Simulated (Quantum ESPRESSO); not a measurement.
# SiC (Moissanite 3C): a worked LO-TO splitting

Aim: work out the LO frequency and the static dielectric constant of SiC (Moissanite 3C) from one linear-response run, then check them.

Calculated with Quantum ESPRESSO 7.5; DFT PBE, scalar-relativistic, plane waves, PseudoDojo norm-conserving pseudopotentials.

### 1. The relaxed structure

It takes space group F-43m (No. 216, cubic). Conventional cell: a = 4.380 Å, b = 4.380 Å, c = 4.380 Å, α = 90.00°, β = 90.00°, γ = 90.00°. Nearest to Si lie 4 C at 1.90 Å. C has 4 Si at 1.90 Å nearest. Farther neighbours are not listed.

This is the cell after its relaxation at this level of theory, not the database cell from which that began.

### 2. What the response run gave

A linear-response run on the relaxed cell, with the response to an electric field; only its zone-centre results are used. Cutoff 90 Ry, k mesh 12×12×12.

Log:

```text
[banners, grids, parts of the stress and lines that vanish by symmetry left out]
Program PHONON v.7.5
     Reading xml data from directory:

[...]
Exchange-correlation= PBE
                           (   1   4   3   4   0   0   0)
[...]
(   8 q-points):
[...]
kinetic-energy cut-off    =      90.0000  Ry
     charge density cut-off    =     360.0000  Ry
     convergence threshold     =      1.0E-18
[...]
Exchange-correlation= PBE
                           (   1   4   3   4   0   0   0)
[...]
q = (   0.0000000   0.0000000   0.0000000 )
     25 Sym.Ops. (with q -> -q+G )
     G cutoff =  624.6847  (  16361 G-vectors)     FFT grid: ( 36, 36, 36)
     number of k points=    72
[...]
Mode symmetry, T_d (-43m)  point group:
[...]
Dielectric constant
[...]
End of electric fields calculation
          Dielectric constant in cartesian axis
          (       6.964883668      -0.000000000       0.000000000 )
          (      -0.000000000       6.964883668       0.000000000 )
          (       0.000000000       0.000000000       6.964883668 )
          Effective charges (d Force / dE) in cartesian axis without acoustic sum rule applied (asr)
           atom    1  Si    Mean Z*:        2.68912
      Ex  (        2.68912       -0.00000        0.00000 )
      Ey  (       -0.00000        2.68912       -0.00000 )
      Ez  (        0.00000       -0.00000        2.68912 )
           atom    2  C     Mean Z*:       -2.69050
      Ex  (       -2.69050        0.00000        0.00000 )
      Ey  (        0.00000       -2.69050        0.00000 )
      Ez  (        0.00000        0.00000       -2.69050 )
          Effective charges Sum: Mean:       -0.00137
[...]
Effective charges (d Force / dE) in cartesian axis with asr applied:
           atom    1  Si    Mean Z*:        2.68981
[...]
atom    2  C     Mean Z*:       -2.68981
[...]
Representation #   1 modes #   1   2   3
[...]
End of self-consistent calculation
     Convergence has been achieved
     Representation #   2 modes #   4   5   6
[...]
End of self-consistent calculation
     Convergence has been achieved
[...]
Dielectric constant in cartesian axis
          (       6.964883668      -0.000000000       0.000000000 )
          (      -0.000000000       6.964883668       0.000000000 )
          (       0.000000000       0.000000000       6.964883668 )
          Effective charges (d Force / dE) in cartesian axis without acoustic sum rule applied (asr)
           atom    1  Si    Mean Z*:        2.68912
[...]
Mode symmetry, C_s (m)     point group:
[...]
q = (    0.750000000  -0.250000000   0.750000000 )
[...]
Mode symmetry, C_s (m)     point group:
     freq (   1-   1) =        324.5  [cm-1]   --> A''
     freq (   2-   2) =        397.4  [cm-1]   --> A'
     freq (   3-   3) =        531.6  [cm-1]   --> A'
     freq (   4-   4) =        745.7  [cm-1]   --> A''
     freq (   5-   5) =        751.9  [cm-1]   --> A'
     freq (   6-   6) =        838.7  [cm-1]   --> A'
[...]
Mode symmetry, C_s (m)     point group:
[...]
q = (    0.500000000   0.000000000   0.500000000 )
[...]
Mode symmetry, C_s (m)     point group:
     freq (   1-   1) =        286.3  [cm-1]   --> A''
     freq (   2-   2) =        390.6  [cm-1]   --> A'
     freq (   3-   3) =        477.3  [cm-1]   --> A'
     freq (   4-   4) =        742.6  [cm-1]   --> A''
     freq (   5-   5) =        762.9  [cm-1]   --> A'
     freq (   6-   6) =        856.3  [cm-1]   --> A'
[...]
Mode symmetry, D_2d (-42m) point group:
[...]
Representation #   3 modes #   3   4
[...]
Convergence has been achieved
     Representation #   4 modes #   5   6
[...]
Convergence has been achieved
[...]
q = (    0.000000000  -1.000000000   0.000000000 )
[...]
freq (    5) =      22.316858 [THz] =     744.410259 [cm-1]
     freq (    6) =      24.132335 [THz] =     804.968062 [cm-1]
[...]
Mode symmetry, D_2d (-42m) point group:
     freq (   1-   2) =        361.1  [cm-1]   --> E    X_5  W_3
     freq (   3-   3) =        621.9  [cm-1]   --> B_2  X_3  W_2
     freq (   4-   5) =        744.4  [cm-1]   --> E    X_5  W_3
     freq (   6-   6) =        805.0  [cm-1]   --> A_1  X_1  W_1
[...]
Mode symmetry, S_4 (-4)    point group:
[...]
Convergence has been achieved
[...]
Convergence has been achieved
[...]
Convergence has been achieved
[...]
Convergence has been achieved
     Representation #   5 mode #   5
[...]
End of self-consistent calculation
     Convergence has been achieved
     Representation #   6 mode #   6
[...]
End of self-consistent calculation
     Convergence has been achieved
[...]
q = (   -0.500000000  -1.000000000   0.000000000 )
[...]
freq (    1) =      11.822330 [THz] =     394.350474 [cm-1]
     freq (    2) =      13.630845 [THz] =     454.676050 [cm-1]
     freq (    3) =      15.764057 [THz] =     525.832328 [cm-1]
     freq (    4) =      21.560868 [THz] =     719.193156 [cm-1]
     freq (    5) =      22.633019 [THz] =     754.956243 [cm-1]
     freq (    6) =      25.053293 [THz] =     835.687885 [cm-1]
[...]
Mode symmetry, S_4 (-4)    point group:
     freq (   1-   1) =        394.4  [cm-1]   --> B    W_3
     freq (   2-   2) =        454.7  [cm-1]   --> E*   W_2
     freq (   3-   3) =        525.8  [cm-1]   --> E    W_4
     freq (   4-   4) =        719.2  [cm-1]   --> A    W_1
     freq (   5-   5) =        755.0  [cm-1]   --> E*   W_2
     freq (   6-   6) =        835.7  [cm-1]   --> B    W_3

   JOB DONE.
```

| quantity | value |
| --- | --- |
| cell volume Ω (Å³) | 21.005 |
| mass of Si (u) | 28.085 |
| mass of C (u) | 12.011 |
| Born charge of Si, raw (e) | 2.689 |
| Born charge of C, raw (e) | -2.691 |
| ε∞ | 6.965 |
| ω(TO) after the sum rule (cm⁻¹) | 777.0 |

### 3. The calculation

The charges must sum to zero over the cell; taking off their mean, -0.001 e, leaves Z* = 2.690 e on Si. In the polar mode Si moves against C, so the reduced mass is μ = 28.09 × 12.01 / 40.10 = 8.413 u.

A longitudinal wave builds up a field that adds to the restoring force: ω(LO)² = ω(TO)² + 4π Z*² / (μ Ω ε∞), in Hartree atomic units. With μ = 15336 electron masses and Ω = 141.75 bohr³ the second term is 6.0049e-06 Ha², or 289250 cm⁻² (1 Ha = 219474.6 cm⁻¹).

So ω(LO) = √(603760 + 289250) = 945.0 cm⁻¹, and by the Lyddane-Sachs-Teller relation ε₀ = ε∞ (ω(LO)/ω(TO))² = 10.30.

### 4. Check against the program

The analysis program adds the same non-analytic term to the full matrix, here for q along (1 0 0).

Log:

```text
[banner, memory and clock lines left out]
Program DYNMAT v.7.5

     Reading Dynamical Matrix from file x.dyn1
     ...Force constants read
     ...epsilon and Z* read

     Polarizability (A^3 units)
     multiply by 0.334639 for Clausius-Mossotti correction
         9.970403   -0.000000    0.000000
        -0.000000    9.970403    0.000000
         0.000000    0.000000    9.970403

     IR activities are in (D/A)^2/amu units

# mode   [cm-1]    [THz]      IR
    1     -0.00   -0.0000    0.0000
    2     -0.00   -0.0000    0.0000
    3      0.00    0.0000    0.0000
    4    777.02   23.2946   19.8408
    5    777.02   23.2946   19.8408
    6    945.00   28.3303   19.8408
```

ε₀ comes from the program's run without a direction of q.

| quantity | by hand | program |
| --- | --- | --- |
| ω(LO) (cm⁻¹) | 945.0 | 945.0 |
| ε₀ | 10.30 | 10.30 |

### 5. Results

```yaml
to_mode: 777.0 cm⁻¹
lo_mode: 945 cm⁻¹
static_dielectric_constant: 10.30
```

**Reading.** The LO mode of SiC (Moissanite 3C) lies at 945 cm⁻¹, 168 cm⁻¹ above the TO mode; the formula meets the program within 0.1 cm⁻¹, as it must for a cubic crystal with one polar mode. ω(LO)² − ω(TO)² goes with Z*²/ε∞: an error of 5 % in ε∞ would move the LO mode by 7.3 cm⁻¹, and semilocal functionals tend to overestimate ε∞. These are harmonic values at zero temperature, at the volume of this functional, for the structure held cubic; stability elsewhere in the zone is no part of this calculation.

[Host names and launcher messages were left out of these logs when they were recorded.]

[Logs are printed without paths, hosts, clocks, repeated set-up lines and the standing remarks that a program may print on its own settings, such as how far it seeks lower states.]

[Hosts, paths, dates, database ids (printed as entryN), source tags and the programs' standing remarks are cut or masked in the printed files.]
